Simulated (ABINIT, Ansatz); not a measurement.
# Hf (Im-3m): from the cell to the phonon bands, part 3 of 4

How does Hf (Im-3m) vibrate, and is this structure a minimum?

ABINIT 10.8.3; DFT LDA, scalar-relativistic, plane waves, PseudoDojo norm-conserving pseudopotentials.

So far. Step 2 (Relaxing the cell and atoms): The volume changes by +0.3 % from the cell with which this run began. Step 3 (Self-consistent run for the response): The cell stands at -0.56 GPa: the relaxation ran with a smoothed and higher cutoff, and the difference is a stress of the finite basis. The relaxed cell has a = 3.432 Å (conventional setting).

This is not the structure that Hf takes at ambient pressure and room temperature (hexagonal, No. 194); it is a model or a phase of other conditions.

## Step 6: Dispersion

anaddb transforms the dynamical matrices to force constants and back along the path; points of the mesh come back as solved, but for the sum rule and, in polar crystals, the LO-TO term at Γ; the rest is interpolation.

anaddb.abi

```
ddb_filepath "all_DDB"
output_file "anaddb.abo"
outdata_prefix "anaddb"
ifcflag 1
ngqpt 4 4 4
nqshft 1
q1shft 0.0 0.0 0.0
asr 1
chneut 0
dipdip 0
dipquad 0
quadquad 0
enunit 0
eivec 0
nph1l 62
qph1l 
    0.0 0.0 0.0 1.0
    0.05 0.05 -0.05 1.0
    0.1 0.1 -0.1 1.0
    0.15 0.15 -0.15 1.0
    0.2 0.2 -0.2 1.0
    0.25 0.25 -0.25 1.0
    0.3 0.3 -0.3 1.0
    0.35 0.35 -0.35 1.0
    0.4 0.4 -0.4 1.0
    0.45 0.45 -0.45 1.0
    0.5 0.5 -0.5 1.0
    0.5 0.45 -0.5 1.0
    0.5 0.4 -0.5 1.0
    0.5 0.35 -0.5 1.0
    0.5 0.3 -0.5 1.0
    0.5 0.25 -0.5 1.0
    0.5 0.2 -0.5 1.0
    0.5 0.15 -0.5 1.0
    0.5 0.1 -0.5 1.0
    0.5 0.05 -0.5 1.0
    0.5 0.0 -0.5 1.0
    0.45 0.0 -0.45 1.0
    0.4 0.0 -0.4 1.0
    0.35 0.0 -0.35 1.0
    0.3 0.0 -0.3 1.0
    0.25 0.0 -0.25 1.0
    0.2 0.0 -0.2 1.0
    0.15 0.0 -0.15 1.0
    0.1 0.0 -0.1 1.0
    0.05 0.0 -0.05 1.0
    0.0 0.0 0.0 1.0
    0.075 0.025 -0.025 1.0
    0.15 0.05 -0.05 1.0
    0.225 0.075 -0.075 1.0
    0.3 0.1 -0.1 1.0
    0.375 0.125 -0.125 1.0
    0.45 0.15 -0.15 1.0
    0.525 0.175 -0.175 1.0
    0.6 0.2 -0.2 1.0
    0.675 0.225 -0.225 1.0
    0.75 0.25 -0.25 1.0
    0.725 0.275 -0.275 1.0
    0.7 0.3 -0.3 1.0
    0.675 0.325 -0.325 1.0
    0.65 0.35 -0.35 1.0
    0.625 0.375 -0.375 1.0
    0.6 0.4 -0.4 1.0
    0.575 0.425 -0.425 1.0
    0.55 0.45 -0.45 1.0
    0.525 0.475 -0.475 1.0
    0.5 0.5 -0.5 1.0
    0.75 0.25 -0.25 1.0
    0.725 0.225 -0.275 1.0
    0.7 0.2 -0.3 1.0
    0.675 0.175 -0.325 1.0
    0.65 0.15 -0.35 1.0
    0.625 0.125 -0.375 1.0
    0.6 0.1 -0.4 1.0
    0.575 0.075 -0.425 1.0
    0.55 0.05 -0.45 1.0
    0.525 0.025 -0.475 1.0
    0.5 0.0 -0.5 1.0
```

mrgddb.in

```
all_DDB
merged
8
dfpt_gammao_DDB
dfpt_qo_DS1_DDB
dfpt_qo_DS2_DDB
dfpt_qo_DS3_DDB
dfpt_qo_DS4_DDB
dfpt_qo_DS5_DDB
dfpt_qo_DS6_DDB
dfpt_qo_DS7_DDB
```

Started as:

```
$ mrgddb < mrgddb.in > mrgddb.log
$ OMP_NUM_THREADS=1 anaddb anaddb.abi > anaddb.log
```

anaddb.abo, the main output file:

```text
[banners, grids, parts of the stress and lines that vanish by symmetry left out]
-outvars_anaddb: echo values of input variables ----------------------

 Flags :
[...]
Phonon wavevector (reduced coordinates) :  0.00000  0.00000  0.00000
 Phonon energies in Hartree :
[...]
Phonon frequencies in cm-1    :
-  0.000000E+00  0.000000E+00  0.000000E+00
[...]
Phonon wavevector (reduced coordinates) :  0.05000  0.05000 -0.05000
 Phonon energies in Hartree :
[...]
Phonon frequencies in cm-1    :
-  1.518103E+01  1.518103E+01  3.076001E+01
[...]
Phonon wavevector (reduced coordinates) :  0.10000  0.10000 -0.10000
 Phonon energies in Hartree :
[...]
Phonon frequencies in cm-1    :
-  3.202417E+01  3.202417E+01  5.391435E+01
[...]
Phonon wavevector (reduced coordinates) :  0.15000  0.15000 -0.15000
 Phonon energies in Hartree :
[...]
Phonon frequencies in cm-1    :
-  5.097873E+01  5.097873E+01  6.586969E+01
  Phonon wavevector (reduced coordinates) :  0.20000  0.20000 -0.20000
 Phonon energies in Hartree :
[...]
Phonon frequencies in cm-1    :
-  7.012574E+01  7.107320E+01  7.107320E+01
  Phonon wavevector (reduced coordinates) :  0.25000  0.25000 -0.25000
 Phonon energies in Hartree :
[...]
Phonon frequencies in cm-1    :
-  7.648073E+01  9.049579E+01  9.049579E+01
  Phonon wavevector (reduced coordinates) :  0.30000  0.30000 -0.30000
 Phonon energies in Hartree :
[...]
Phonon frequencies in cm-1    :
-  9.111367E+01  1.073672E+02  1.073672E+02
  Phonon wavevector (reduced coordinates) :  0.35000  0.35000 -0.35000
 Phonon energies in Hartree :
[...]
Phonon frequencies in cm-1    :
-  1.094261E+02  1.203752E+02  1.203752E+02
  Phonon wavevector (reduced coordinates) :  0.40000  0.40000 -0.40000
 Phonon energies in Hartree :
[...]
Phonon frequencies in cm-1    :
-  1.243163E+02  1.290952E+02  1.290952E+02
  Phonon wavevector (reduced coordinates) :  0.45000  0.45000 -0.45000
 Phonon energies in Hartree :
[...]
Phonon frequencies in cm-1    :
-  1.328005E+02  1.338842E+02  1.338842E+02
  Phonon wavevector (reduced coordinates) :  0.50000  0.50000 -0.50000
 Phonon energies in Hartree :
[...]
Phonon frequencies in cm-1    :
-  1.353788E+02  1.353788E+02  1.353788E+02
  Phonon wavevector (reduced coordinates) :  0.50000  0.45000 -0.50000
 Phonon energies in Hartree :
[...]
Phonon frequencies in cm-1    :
-  1.341725E+02  1.345922E+02  1.346418E+02
  Phonon wavevector (reduced coordinates) :  0.50000  0.40000 -0.50000
 Phonon energies in Hartree :
[...]
Phonon frequencies in cm-1    :
-  1.303396E+02  1.322764E+02  1.323886E+02
  Phonon wavevector (reduced coordinates) :  0.50000  0.35000 -0.50000
 Phonon energies in Hartree :
[...]
Phonon frequencies in cm-1    :
-  1.232761E+02  1.285492E+02  1.285541E+02
[...]
Phonon wavevector (reduced coordinates) :  0.67500  0.17500 -0.32500
 Phonon energies in Hartree :
[...]
Phonon frequencies in cm-1    :
- -7.081745E+01  3.859088E+01  6.597129E+01
  Phonon wavevector (reduced coordinates) :  0.65000  0.15000 -0.35000
 Phonon energies in Hartree :
[...]
Phonon frequencies in cm-1    :
- -7.548190E+01  5.476591E+01  7.611012E+01
  Phonon wavevector (reduced coordinates) :  0.62500  0.12500 -0.37500
 Phonon energies in Hartree :
[...]
Phonon frequencies in cm-1    :
- -7.791480E+01  6.727786E+01  8.307661E+01
  Phonon wavevector (reduced coordinates) :  0.60000  0.10000 -0.40000
 Phonon energies in Hartree :
[...]
Phonon frequencies in cm-1    :
- -7.877932E+01  7.680403E+01  8.753829E+01
  Phonon wavevector (reduced coordinates) :  0.57500  0.07500 -0.42500
 Phonon energies in Hartree :
[...]
Phonon frequencies in cm-1    :
- -7.868022E+01  8.369311E+01  9.009702E+01
  Phonon wavevector (reduced coordinates) :  0.55000  0.05000 -0.45000
 Phonon energies in Hartree :
[...]
Phonon frequencies in cm-1    :
- -7.815767E+01  8.827540E+01  9.135040E+01
  Phonon wavevector (reduced coordinates) :  0.52500  0.02500 -0.47500
 Phonon energies in Hartree :
[...]
Phonon frequencies in cm-1    :
- -7.765006E+01  9.086666E+01  9.184071E+01
  Phonon wavevector (reduced coordinates) :  0.50000  0.00000 -0.50000
 Phonon energies in Hartree :
[...]
Phonon frequencies in cm-1    :
- -7.744698E+01  9.170138E+01  9.195671E+01
-
```

Wall time 0.55 s (1 thread of Arm Neoverse V1, shared host).

Numbers from this step:

* lowest frequency on the path: -78.78 cm⁻¹

Anaddb. Phonon branches along the path, in cm⁻¹:

```csv
point,branch 1,branch 2,branch 3
Γ,0,0,0
halfway,76,90,90
H,135,135,135
halfway,96,117,118
N,-77,92,92
halfway,-45,55,96
Γ,0,0,0
halfway,-42,-42,118
P,-31,-31,-31
halfway,77,106,106
H,135,135,135
jump to P,-31,-31,-31
halfway,-78,67,83
N,-77,92,92
```

The phonon branches as a text plot (rows in cm⁻¹):

```
    131 |         ******                                ***
    122 |        **    ***                 **          *
    113 |        *      ***                  *        *
    104 |       *               *         *          **
     95 |       *        * ***** *                  *          **
     86 |     **              **  *      *    *               **
     77 |     **                *                  * *       **
     68 |   **            *        *                        *
     60 |                               *      *  *
     51 |  **                    *  *                        *
     42 |                         *                 *       *
     33 | **                       *   *         *         *
     24 |                           **
     15 | *                          *
      6 |
     -3 |*                            **
    -12 |                            *  *
    -21 |                           *    *
    -30 |                          *      *     *          *
    -39 |                         *        *
    -48 |                  *     *          *  *   *       *
    -56 |                                    **  *
    -65 |                       *                 *
    -74 |                   ****                            *****
         Γ           H       N        Γ         P        H|P    N
```

The path dips to 79i cm⁻¹.

## Step 7: Sums over the zone

Sums over the zone need many more wavevectors than were solved, so the interpolation is sampled on a dense mesh.

anaddb.abi

```
ddb_filepath "all_DDB"
output_file "anaddb.abo"
outdata_prefix "anaddb"
ifcflag 1
ngqpt 4 4 4
nqshft 1
q1shft 0.0 0.0 0.0
asr 1
chneut 0
dipdip 0
dipquad 0
quadquad 0
prtdos 2
ng2qpt 19 19 19
dosdeltae 4.5563e-06
ntemper 11
temperinc 100.0
tempermin 0.0
```

Started as:

```
$ OMP_NUM_THREADS=1 anaddb anaddb.abi > anaddb.log
```

anaddb.abo, the main output file:

```text
[banners, grids, parts of the stress and lines that vanish by symmetry left out]
-outvars_anaddb: echo values of input variables ----------------------

 Flags :
     ifcflag         1
 Miscellaneous information :
         asr         1
      chneut         0
 Interatomic Force Constants Inputs :
      dipdip         0
     dipquad         0
    quadquad         0
      ifcana         0
      ifcout         0
 Description of grid 1 :
        brav         1
       ngqpt         4         4         4
      nqshft         1
      q1shft
                     0.00000000E+00  0.00000000E+00  0.00000000E+00
 Phonon DOS information :
   dosdeltae  4.55630000E-06
    dossmear  4.55633525E-06
 Description of grid 2 (Fourier interp. or BZ sampling):
      ng2qpt        19        19        19
      ngrids         4
      q2shft         0.00000000E+00  0.00000000E+00  0.00000000E+00

================================================================================

 read the DDB information and perform some checks

  ==== Info on the Cryst% object ====
 Real(R)+Recip(G) space primitive vectors, cartesian coordinates (Bohr,Bohr^-1):
 R(1)=  3.2423203  3.2423203  3.2423203  G(1)=  0.1542106  0.0000000  0.1542106
 R(2)= -3.2423203  3.2423203  3.2423203  G(2)= -0.1542106  0.1542106  0.0000000
 R(3)= -3.2423203 -3.2423203  3.2423203  G(3)=  0.0000000 -0.1542106  0.1542106
 Unit cell volume ucvol=  1.3634140E+02 bohr^3
 Angles (23,13,12)=  7.05287794E+01  1.09471221E+02  7.05287794E+01 degrees
 Time-reversal symmetry is present
 Reduced atomic positions [iatom, xred, symbol]:
    1)    0.0000000  0.0000000  0.0000000  Hf

 DDB file with 8 blocks has been read.

================================================================================

 Calculation of the interatomic forces

       Homogeneous q point set in the B.Z.
 Grid q points  :       64
  1)   0.00000000E+00  0.00000000E+00  0.00000000E+00
  2)   2.50000000E-01  0.00000000E+00  0.00000000E+00
  3)   5.00000000E-01  0.00000000E+00  0.00000000E+00
  4)  -2.50000000E-01  0.00000000E+00  0.00000000E+00
  5)   0.00000000E+00  2.50000000E-01  0.00000000E+00
  6)   2.50000000E-01  2.50000000E-01  0.00000000E+00
  7)   5.00000000E-01  2.50000000E-01  0.00000000E+00
  8)  -2.50000000E-01  2.50000000E-01  0.00000000E+00
  9)   0.00000000E+00  5.00000000E-01  0.00000000E+00
 10)   2.50000000E-01  5.00000000E-01  0.00000000E+00
 11)   5.00000000E-01  5.00000000E-01  0.00000000E+00
 12)  -2.50000000E-01  5.00000000E-01  0.00000000E+00
 13)   0.00000000E+00 -2.50000000E-01  0.00000000E+00
 14)   2.50000000E-01 -2.50000000E-01  0.00000000E+00
[...]
58)   2.50000000E-01  5.00000000E-01 -2.50000000E-01
 59)   5.00000000E-01  5.00000000E-01 -2.50000000E-01
 60)  -2.50000000E-01  5.00000000E-01 -2.50000000E-01
 61)   0.00000000E+00 -2.50000000E-01 -2.50000000E-01
 62)   2.50000000E-01 -2.50000000E-01 -2.50000000E-01
 63)   5.00000000E-01 -2.50000000E-01 -2.50000000E-01
 64)  -2.50000000E-01 -2.50000000E-01 -2.50000000E-01

 The interatomic forces have been obtained

================================================================================

 Calculation of phonon density of states

 Average speed of sound partial sums:     0.6339976218E-03 (at units)
-                                   =           1.3870 [km/s]

 Debye frequency from partial sums:     0.4801335410E-03 (Ha)
-                                 =     0.3159126940E+01 (THz)
-Debye temperature from partial sums:     0.1516141808E+03 (K)

 Average speed of sound:     0.4379756621E-04 (at units)
-                      =           0.0958 [km/s]

 Debye frequency from DOS:     0.3316839027E-04 (Ha)
-                        =     0.2182375242E+00 (THz)
-Debye temperature from DOS:     0.1047374926E+02 (K)

-
```

Wall time 0.63 s (1 thread).

Numbers from this step:

| Item | Value |
| --- | --- |
| share of modes beyond 3i cm⁻¹ on the dense interpolated mesh | 0.2111 |

Tetrahedra. The phonon density of states by wavenumber; read off at these points:

```csv
wavenumber (cm⁻¹),phonon density of states (1/cm⁻¹/cell)
-80.0,0
-70.0,0.0130
-64.4,0.0171
-60.0,0.0134
-50.0,0.00943
-40.0,0.00764
-30.0,0.00670
-20.0,0.00550
-10.0,0.00494
0.0,0.00474
10.0,0.00494
20.0,0.00593
30.0,0.00744
40.0,0.00949
50.0,0.0116
60.0,0.0140
70.0,0.0170
80.0,0.0210
90.0,0.0263
100.0,0.0468
101.6,0.0529
110.0,0.0479
120.0,0.0155
130.0,0.00841
140.0,0
```

(Part 3 of 4 ends here.)

[Host names and launcher messages were left out of these logs when they were recorded.]

[Logs are printed without paths, hosts, clocks, repeated set-up lines and the standing remarks that a program may print on its own settings, such as how far it seeks lower states.]

[Hosts, paths, dates, database ids (printed as entryN), source tags and the programs' standing remarks are cut or masked in the printed files.]
